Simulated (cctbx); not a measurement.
**Symmetry from intensities**

Cell: a = 9.9260 Å, b = 9.9260 Å, c = 9.9260 Å, α = 90.00°, β = 90.00°, γ = 90.00°. Expected content of the cell: Yb4 Ba8 Cr4 S24.

The data are simulated with cctbx, not measured: Cu Kα, λ = 1.54184 Å, to d = 0.8 Å, 50 % of the full sphere, strongest reflection 70000 counts, noise from counting, a 4 % proportional error and a noise floor of 4 counts (s.d.); no absorption.

Tests on the unmerged data give:

```text
3987 reflections to d = 0.802 A
centring   violations  <I/sigma> of those
    A          0 of  1993      0.0
    B          0 of  2020      0.0
    C          0 of  2005      0.0
    I        445 of  2004      3.8
    R        653 of  2699      4.4
    F          0 of  3009      0.0
Laue class    unique    Rint  (classes that these axes allow; Friedel mates merged)
F m m m           287   0.028
F m -3            104   0.031
F m -3 m           76   0.031
space group    extra absences  I>4sigma  <I/sigma>
F 4 3 2                 0          0         -  acentric
F -4 3 m                0          0         -  acentric
F m -3 m                0          0         -  centric
Wilson B = 0.32 A^2   <|E^2-1|> = 0.806 (0.968 centric, 0.736 acentric)   E^2>4: 0.0 %
shell (A)         n   <I/sigma>
 5.73 - 1.46     18     54.1
 1.46 - 1.16     13     57.9
 1.16 - 1.01      9     62.5
 1.01 - 0.92     15     48.5
 0.92 - 0.86      9     62.9
 0.86 - 0.81     12     65.6
```

Q: Read the symmetry from these tables.

The reflections that A, B, C and F centring forbids are absent (⟨I/σ⟩ near 0), so the lattice is F. F holds A, B and C together.

Rint stays low (0.028 to 0.031) up to F m -3 m, the highest class in these axes.

3 settings pass the absence test. No glide or screw absences show, which leaves F 4 3 2, F -4 3 m and F m -3 m.

⟨|E²−1|⟩ = 0.806 lies between the two ideal values. The Wilson B of 0.32 Å² means U ≈ 0.0041 Å².

The true group is Fm-3m (no. 225), Laue class m-3m, centrosymmetric. The tables only narrow the choice to the tied entries; cell content, site symmetry and trial solutions must settle it.

The model was made for the exercise: a known structure type with other elements put in, its volume estimated, not relaxed; displacement parameters are assumed.

[Logs are printed without paths, hosts, clocks, repeated set-up lines and the standing remarks that a program may print on its own settings, such as how far it seeks lower states.]
